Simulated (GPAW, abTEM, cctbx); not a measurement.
## (ScN)3(TaC)3: the scripts behind a bonding study

Short scripts, each with its output. The cell is a (ScN)3(TaC)3 superlattice along [001] of the rock-salt type, started at the mean lattice constant and relaxed freely, with no substrate.

### 1. Relax the structure

```text
cell
1.0
     3.181980515    0.000000000    0.000000000
     0.000000000    3.181980515    0.000000000
     0.000000000    0.000000000   13.500000000
Sc N Ta C
3 3 3 3
Direct
0.000000000 0.000000000 0.833333333
0.500000000 0.500000000 0.000000000
0.000000000 0.000000000 0.166666667
0.500000000 0.500000000 0.833333333
0.000000000 0.000000000 0.000000000
0.500000000 0.500000000 0.166666667
0.500000000 0.500000000 0.333333333
0.000000000 0.000000000 0.500000000
0.500000000 0.500000000 0.666666667
0.000000000 0.000000000 0.333333333
0.500000000 0.500000000 0.500000000
0.000000000 0.000000000 0.666666667
```

```python
from ase.constraints import FixSymmetry
from ase.filters import FrechetCellFilter
from ase.io import read, write
from ase.optimize import BFGS
from ase.parallel import parprint
from gpaw import GPAW, PW, FermiDirac

atoms = read("start.vasp")
atoms.set_constraint(FixSymmetry(atoms))
atoms.calc = GPAW(mode=PW(900), xc="PBE", kpts={"size": (7, 7, 2), "gamma": True},
                 occupations=FermiDirac(0.1), maxiter=120, symmetry={"tolerance": 1e-5}, txt="relax.txt")
BFGS(FrechetCellFilter(atoms), maxstep=0.15).run(fmax=0.03, steps=50)
parprint("cell  %.4f %.4f %.4f  %.2f %.2f %.2f" % tuple(atoms.cell.cellpar()))
parprint("volume %.3f A^3, largest force %.3f eV/A, largest stress %.2f GPa" % (atoms.get_volume(), abs(atoms.get_forces()).max(), 160.218 * abs(atoms.get_stress()).max()))
atoms.set_constraint()
write("relaxed.vasp", atoms, direct=True)
```

```console
$ OMP_NUM_THREADS=1 mpirun -n 4 gpaw python run.py > gpaw.log
```

```text
      Step        Energy          fmax
BFGS:    0     -111.822167        0.584015
BFGS:    1     -111.840935        0.420522
BFGS:    2     -111.860178        0.152761
BFGS:    3     -111.861272        0.139407
BFGS:    4     -111.865001        0.090090
BFGS:    5     -111.865697        0.076009
BFGS:    6     -111.865974        0.040866
BFGS:    7     -111.866103        0.040753
BFGS:    8     -111.866249        0.030232
BFGS:    9     -111.866276        0.012345
cell  3.1698 3.1698 13.4657  90.00 90.00 90.00
volume 135.298 A^3, largest force 0.012 eV/A, largest stress 0.16 GPa
```

Time: 21 min on 4 cores of Arm Neoverse N1 (shared host), peak memory 2.1 GiB.

### 2. Build the all-electron density and subtract free atoms

```text
cell
1.0
     3.169787070    0.000000000    0.000000000
     0.000000000    3.169787070    0.000000000
     0.000000000    0.000000000   13.465746830
Ta Sc N C
3 3 3 3
Direct
0.500000000 0.500000000 0.333507130
0.000000000 0.000000000 0.500000000
0.500000000 0.500000000 0.666492870
0.000000000 0.000000000 0.834718410
0.500000000 0.500000000 0.000000000
0.000000000 0.000000000 0.165281590
0.500000000 0.500000000 0.830810040
0.000000000 0.000000000 0.000000000
0.500000000 0.500000000 0.169189960
0.000000000 0.000000000 0.334128950
0.500000000 0.500000000 0.500000000
0.000000000 0.000000000 0.665871050
```

```python
import numpy as np
from ase.io import read
from ase.units import Bohr
from gpaw import GPAW, PW, FermiDirac
from gpaw.calculator import GPAW as OldGPAW
from gpaw.mpi import serial_comm, world
from scipy.special import erfc
from scipy.spatial import cKDTree

atoms = read("cell.vasp")
atoms.calc = GPAW(mode=PW(550), xc="PBE", kpts={"size": (8, 8, 2), "gamma": True},
                 occupations=FermiDirac(0.1), maxiter=120, symmetry={"tolerance": 1e-5}, txt="scf.txt")
atoms.get_potential_energy()
rho = atoms.calc.get_all_electron_density(gridrefinement=2)
moments = atoms.get_magnetic_moments() if atoms.calc.get_number_of_spins() == 2 else np.zeros(len(atoms))
total = atoms.get_magnetic_moment() if moments.any() else 0.0
if world.rank == 0:
    free = OldGPAW(mode=PW(550), xc="PBE", txt=None, communicator=serial_comm)
    neutral = atoms.copy()
    neutral.set_initial_magnetic_moments(None)
    free.initialize(neutral)
    free.set_positions(neutral)
    drho = rho - free.get_all_electron_density(gridrefinement=2)
    # GPAW starts from confined atoms: exchange their smooth part for that of the datasets' free atoms
    h = np.stack(np.meshgrid(*[np.fft.fftfreq(n, 1 / n) for n in drho.shape], indexing="ij"), -1)
    gabs = np.linalg.norm(h @ atoms.cell.reciprocal(), axis=-1)
    tails = np.fft.fftn(free.get_pseudo_density(gridrefinement=2))
    g, form, v0 = np.linspace(0, gabs.max(), 1500), {}, 0
    for e in set(atoms.symbols):
        idx = atoms.symbols.search(e)
        d = free.setups[idx[0]].data
        r, w = d.rgd.r_g * Bohr, d.rgd.r_g**2 * d.rgd.dr_g
        j0 = np.sinc(2 * g[:, None] * r)
        smooth = sum(f * p**2 for f, p in zip(d.f_j, d.phit_jg)) + np.sqrt(4 * np.pi) * d.nct_g
        full = sum(f * p**2 for f, p in zip(d.f_j, d.phi_jg)) + np.sqrt(4 * np.pi) * d.nc_g
        phase = sum(np.exp(-2j * np.pi * h @ s) for s in atoms.get_scaled_positions()[idx])
        tails -= np.interp(gabs, g, j0 @ (smooth * w)) * phase * drho.size / atoms.get_volume()
        form[e] = j0 @ (full * w)
        v0 += 2 * np.pi / 3 * 14.3996 * (full * w * r**2).sum() * len(idx)  # V A^3
    tails *= 0.5 * erfc((gabs - 1.8) / 0.25)  # the tails differ at long wavelengths alone
    drho += np.fft.ifftn(tails).real  # crystal minus superposed spherical free atoms
    np.save("drho.npy", drho)
    dv = atoms.get_volume() / drho.size
    print("grid", drho.shape, " electrons %.3f" % (rho.sum() * dv), " moved by bonding %.3f e" % (abs(drho).sum() * dv / 2))
    pts = np.indices(drho.shape).reshape(3, -1).T / drho.shape @ atoms.cell
    shifts = (np.indices((3, 3, 3)).reshape(3, -1).T - 1) @ atoms.cell
    images = (atoms.positions[None] + shifts[:, None]).reshape(-1, 3)
    dist, idx = cKDTree(images).query(pts, k=4)
    out = drho.ravel()[dist[:, 0] > 0.5]
    print("deformation density beyond 0.5 A of the nuclei: max %.3f, min %.3f e/A^3" % (out.max(), out.min()))
    tie = dist < dist[:, :1] + 1e-4
    q = -np.bincount((idx % len(atoms))[tie], (drho.ravel()[:, None] / tie.sum(1, keepdims=True) * tie)[tie], len(atoms)) * dv
    print("atom        x       y       z   Voronoi charge  moment")
    for a, s, c, m in zip(atoms, atoms.get_scaled_positions(), q, moments):
        print("%-2s%-3d %7.4f %7.4f %7.4f %10.3f %10.2f" % (a.symbol, a.index + 1, *s, c, m))
    np.savez("free.npz", g=g, **form)
    print("mean inner potential of superposed free atoms %.3f V" % (v0 / atoms.get_volume()))
    print("total magnetic moment %.3f muB" % total)
```

```console
$ OMP_NUM_THREADS=1 mpirun -n 4 gpaw python run.py > gpaw.log
```

```text
grid (36, 36, 150)  electrons 321.000  moved by bonding 3.217 e
deformation density beyond 0.5 A of the nuclei: max 0.155, min -0.112 e/A^3
atom        x       y       z   Voronoi charge  moment
Ta1    0.5000  0.5000  0.3335      0.540       0.00
Ta2    0.0000  0.0000  0.5000      0.486       0.00
Ta3    0.5000  0.5000  0.6665      0.540       0.00
Sc4    0.0000  0.0000  0.8347      0.382       0.00
Sc5    0.5000  0.5000  0.0000      0.420       0.00
Sc6    0.0000  0.0000  0.1653      0.382       0.00
N 7    0.5000  0.5000  0.8308     -0.423       0.00
N 8    0.0000  0.0000  0.0000     -0.449       0.00
N 9    0.5000  0.5000  0.1692     -0.423       0.00
C 10   0.0000  0.0000  0.3341     -0.483       0.00
C 11   0.5000  0.5000  0.5000     -0.487       0.00
C 12   0.0000  0.0000  0.6659     -0.483       0.00
mean inner potential of superposed free atoms 27.950 V
total magnetic moment 0.000 muB
```

Time: 2.9 min.

### 3. Fourier-transform the difference

```python
from cctbx import adptbx, crystal, miller, xray
from cctbx.eltbx import tiny_pse
import numpy as np

cs = crystal.symmetry(unit_cell=(3.1698, 3.1698, 13.4657, 90, 90, 90), space_group_symbol='Hall: -P 4 2')  # P4/mmm
atoms = [  # label, site, U (iso, or U11 U22 U33 U12 U13 U23 in A^2), occupancy
    ("Ta1", (0.5, 0.5, 0.33351), 0.0000, 1),
    ("Ta2", (0, 0, 0.5), 0.0000, 1),
    ("Sc1", (0, 0, 0.83472), 0.0000, 1),
    ("Sc2", (0.5, 0.5, 0), 0.0000, 1),
    ("N1", (0.5, 0.5, 0.83081), 0.0000, 1),
    ("N2", (0, 0, 0), 0.0000, 1),
    ("C1", (0, 0, 0.33413), 0.0000, 1),
    ("C2", (0.5, 0.5, 0.5), 0.0000, 1),
]
xs = xray.structure(crystal_symmetry=cs)
for label, site, u, occ in atoms:
    u = adptbx.u_cif_as_u_star(cs.unit_cell(), u) if isinstance(u, tuple) else u
    xs.add_scatterer(xray.scatterer(label, site=site, u=u, occupancy=occ))
xs.scattering_type_registry(table="wk1995")
drho = np.load("drho.npy")
T = np.array([[1, 0, 0], [0, 1, 0], [0, 0, 1]])  # conventional axes in terms of the primitive ones
dF = np.fft.ifftn(drho) * 135.29777  # electrons a conventional cell, indexed by primitive hkl
ms = miller.build_set(cs, anomalous_flag=False, d_min=0.9).sort("resolution")
iam = ms.structure_factors_from_scatterers(xs, algorithm="direct").f_calc()
p1 = xs.expand_to_p1()
z = np.array([tiny_pse.table(sc.scattering_type).atomic_number() for sc in p1.scatterers()])
x = np.array(p1.sites_frac())
free = np.load("free.npz")
print("static structure factors of the conventional cell: F in electrons, V (Mott-Bethe) in volts")
print("   h  k  l      d  |F| table  |F| free   |F| DFT   change   |V| free  |V| DFT  change %")
for h, d, table in list(zip(ms.indices(), ms.d_spacings().data(), iam.data()))[:16]:
    df = dF[tuple(np.rint(np.linalg.solve(T, h)).astype(int))]
    phase = np.exp(2j * np.pi * x @ h)
    f = sum(np.interp(1 / d, free["g"], free[sc.scattering_type]) * p for sc, p in zip(p1.scatterers(), phase))
    fz = (z * phase).sum()
    c = 14.3996 * d * d / (np.pi * cs.unit_cell().volume())
    v0, v1 = abs(fz - f) * c, abs(fz - f - df) * c
    print("%4d%3d%3d %7.4f %9.3f %9.3f %9.3f %8.3f %9.3f %8.3f %8s" % (h + (d, abs(table), abs(f), abs(f + df), abs(f + df) - abs(f), v0, v1, "%.1f" % (100 * (v1 / v0 - 1)) if v0 > 0.02 else "-")))
```

```console
$ python run.py
```

```text
static structure factors of the conventional cell: F in electrons, V (Mott-Bethe) in volts
   h  k  l      d  |F| table  |F| free   |F| DFT   change   |V| free  |V| DFT  change %
   0  0  1 13.4657   101.632   101.598   101.514   -0.085     2.892    3.413     18.0
   0  0  2  6.7328     0.597     0.599     0.609    0.010     0.065    0.049    -24.1
   0  0  3  4.4886    48.992    48.954    48.860   -0.094     1.416    1.480      4.5
   0  0  4  3.3664     1.044     1.046     1.014   -0.032     0.074    0.087     16.5
   1  0  0  3.1698    49.311    49.281    49.112   -0.169     1.266    1.324      4.5
   1  0  1  3.0855     0.476     0.475     0.492    0.018     0.040    0.034    -14.3
   1  0  2  2.8679    97.802    97.732    97.633   -0.099     2.538    2.566      1.1
   0  0  5  2.6931    91.921    91.933    91.668   -0.265     2.400    2.465      2.7
   1  0  3  2.5892   207.437   207.224   205.024   -2.200     8.126    8.626      6.1
   1  0  4  2.3078    92.600    92.448    92.440   -0.008     2.141    2.143      0.1
   0  0  6  2.2443   245.992   245.616   246.734    1.118    12.841   12.650     -1.5
   1  1  0  2.2414   245.968   245.591   246.686    1.094    12.834   12.648     -1.5
   1  1  1  2.2110    89.072    88.968    88.798   -0.170     2.170    2.198      1.3
   1  1  2  2.1266     0.492     0.491     0.513    0.022     0.023    0.020    -14.7
   1  0  5  2.0524     2.019     2.015     2.034    0.019     0.138    0.135     -2.0
   1  1  3  2.0053    43.651    43.567    43.472   -0.095     1.016    1.029      1.3
```

Time: 0.44 s on 1 core of Arm Neoverse N1 (shared host), peak memory 0.08 GiB.

### 4. Rock the beam across one reflection

```python
import abtem
import numpy as np
from ase.build import make_supercell
from ase.io import read

abtem.config.set({"dask.lazy": False, "fft": "fftw", "diagnostics.progress_bar": False})
M = [[0, 1, 0], [0, 0, 1], [1, 0, 0]]  # rows: x, y and beam direction in the primitive cell's axes
unit = make_supercell(read("cell.vasp"), M)
unit.set_cell(list(unit.cell.lengths()) + [90, 90, 90], scale_atoms=True)
unit.positions[:, 2] += 0.7924  # keeps atomic planes off the slice boundaries
unit.wrap()
slab = unit * (1, 1, 160)
print(slab.get_chemical_formula(), "| box %.2f x %.2f x %.2f A" % tuple(slab.cell.lengths()))

# change of the potential by bonding, from the DFT deformation density (Poisson's equation term by term)
drho = np.load("drho.npy")
prim = read("cell.vasp")
h = np.stack(np.meshgrid(*[np.fft.fftfreq(n, 1 / n) for n in drho.shape], indexing="ij"), -1).reshape(-1, 3).astype(int)
g2 = ((h @ prim.cell.reciprocal()) ** 2).sum(1)
keep = (g2 > 0) & (g2 < 2.5**2)
shape = (71, 300, 20)
vg = np.zeros(shape, complex)
hm = h[keep] @ np.array(M).T
move = np.exp(-2j * np.pi * hm[:, 2] * (0.7924 / unit.cell[2, 2] - 0.5 / shape[2]))  # the same shift, sampled at mid-points
vg[tuple(hm.T % np.array(shape)[:, None])] = -14.3996 / np.pi * (np.fft.fftn(drho).ravel() / drho.size)[keep] / g2[keep] * move
dV = np.fft.ifftn(vg).real * vg.size
dV = dV.reshape(71, 300, 2, 10).mean(3) * unit.cell[2, 2] / 2  # V A, projected in each slice
dV = np.tile(dV.transpose(2, 0, 1), (160, 1, 1))


def build(atoms):
    p = abtem.Potential(atoms, gpts=(71, 300), slice_thickness=[slab.cell[2, 2] / 320] * 320,
                        parametrization="lobato", projection="infinite", exit_planes=80).build()
    p.array[:] += BONDING * dV
    return p


def potentials():
    yield build(slab)  # atoms at rest


for label, BONDING in (("IAM", 0.0), ("DFT", 1.0)):
    print("=====", label)
    potential = build(slab)
    print("grid", potential.gpts, "slices", potential.num_slices)
    thickness = potential.exit_thicknesses
    h = np.array(M) @ np.linalg.solve(np.array([[1, 0, 0], [0, 1, 0], [0, 0, 1]]), [0, 0, 1])
    ix, iy = round(h[0]) * 1, round(h[1]) * 1
    gxy = h[:2] / unit.cell.lengths()[:2]
    along = gxy / np.hypot(*gxy)
    across = np.array([-along[1], along[0]])
    bragg = 500 * abtem.PlaneWave(energy=200000).wavelength * np.hypot(*gxy)
    print("Bragg angle %.3f mrad; beam tilted 55 mrad off the zone axis across the row" % bragg)
    print("dark-field intensity of 0 0 1 against tilt along the row, in Bragg angles")
    print("  t (A)" + "".join("%8.2f" % s for s in [0.2, 0.4, 0.6, 0.8, 1.0, 1.2, 1.4, 1.6, 1.8, 2.0, 2.2, 2.4, 2.6]))
    rows = []
    row = [(n * ix, n * iy) for n in range(-8, 9)]
    for s in [0.2, 0.4, 0.6, 0.8, 1.0, 1.2, 1.4, 1.6, 1.8, 2.0, 2.2, 2.4, 2.6]:
        tilt = -s * bragg * along + 55 * across
        dp = abtem.PlaneWave(energy=200000, tilt=tuple(tilt)).multislice(potential).diffraction_patterns(max_angle="valid").array
        rows.append(dp[:, dp.shape[1] // 2 + ix, dp.shape[2] // 2 + iy])
        if s == 1.0:
            cx, cy = dp.shape[1] // 2, dp.shape[2] // 2
            share = sum(dp[:, cx + i, cy + j] for i, j in row if abs(i) < cx and abs(j) < cy) / dp.sum(axis=(1, 2))
            total = dp.sum(axis=(1, 2))
    for t, a in list(zip(thickness, np.array(rows).T))[1:]:
        print("%7.1f" % t + "".join("%8.4f" % v for v in a))
    print("at the Bragg tilt, share in the row:", share[1:].round(3).tolist(), "total:", total[1:].round(3).tolist())
```

```console
$ python run.py
```

```text
C480N480Sc480Ta480 | box 3.17 x 13.47 x 507.17 A
===== IAM
grid (71, 300) slices 320
Bragg angle 0.931 mrad; beam tilted 55 mrad off the zone axis across the row
dark-field intensity of 0 0 1 against tilt along the row, in Bragg angles
  t (A)    0.20    0.40    0.60    0.80    1.00    1.20    1.40    1.60    1.80    2.00    2.20    2.40    2.60
  126.8  0.0580  0.0583  0.0586  0.0587  0.0587  0.0586  0.0585  0.0582  0.0578  0.0574  0.0568  0.0561  0.0553
  253.6  0.0709  0.0668  0.0636  0.0620  0.0615  0.0620  0.0637  0.0668  0.0710  0.0750  0.0784  0.0814  0.0844
  380.4  0.0226  0.0195  0.0162  0.0139  0.0133  0.0139  0.0161  0.0194  0.0226  0.0264  0.0316  0.0386  0.0472
  507.2  0.0612  0.0751  0.0935  0.1011  0.0985  0.1012  0.0936  0.0754  0.0617  0.0516  0.0415  0.0368  0.0371
at the Bragg tilt, share in the row: [0.6710000038146973, 0.6159999966621399, 0.6110000014305115, 0.6010000109672546] total: [0.9869999885559082, 0.9750000238418579, 0.9670000076293945, 0.9610000252723694]
===== DFT
grid (71, 300) slices 320
Bragg angle 0.931 mrad; beam tilted 55 mrad off the zone axis across the row
dark-field intensity of 0 0 1 against tilt along the row, in Bragg angles
  t (A)    0.20    0.40    0.60    0.80    1.00    1.20    1.40    1.60    1.80    2.00    2.20    2.40    2.60
  126.8  0.0596  0.0599  0.0602  0.0603  0.0603  0.0603  0.0601  0.0598  0.0594  0.0589  0.0582  0.0575  0.0567
  253.6  0.0857  0.0815  0.0786  0.0772  0.0768  0.0772  0.0787  0.0817  0.0858  0.0903  0.0943  0.0979  0.1012
  380.4  0.0100  0.0067  0.0042  0.0028  0.0024  0.0028  0.0042  0.0066  0.0100  0.0146  0.0207  0.0297  0.0418
  507.2  0.0746  0.0961  0.1206  0.1343  0.1334  0.1344  0.1208  0.0966  0.0752  0.0561  0.0391  0.0282  0.0237
at the Bragg tilt, share in the row: [0.6700000166893005, 0.6179999709129333, 0.6159999966621399, 0.5809999704360962] total: [0.9869999885559082, 0.9760000109672546, 0.9670000076293945, 0.9610000252723694]
```

Time: 49 s.

[Outputs are excerpts: Python notices, other lines and further rows are left out; steps that failed or that the build refused (PBEsol, TPSS) are not shown.]

[Logs are printed without paths, hosts, clocks, repeated set-up lines and the standing remarks that a program may print on its own settings, such as how far it seeks lower states.]
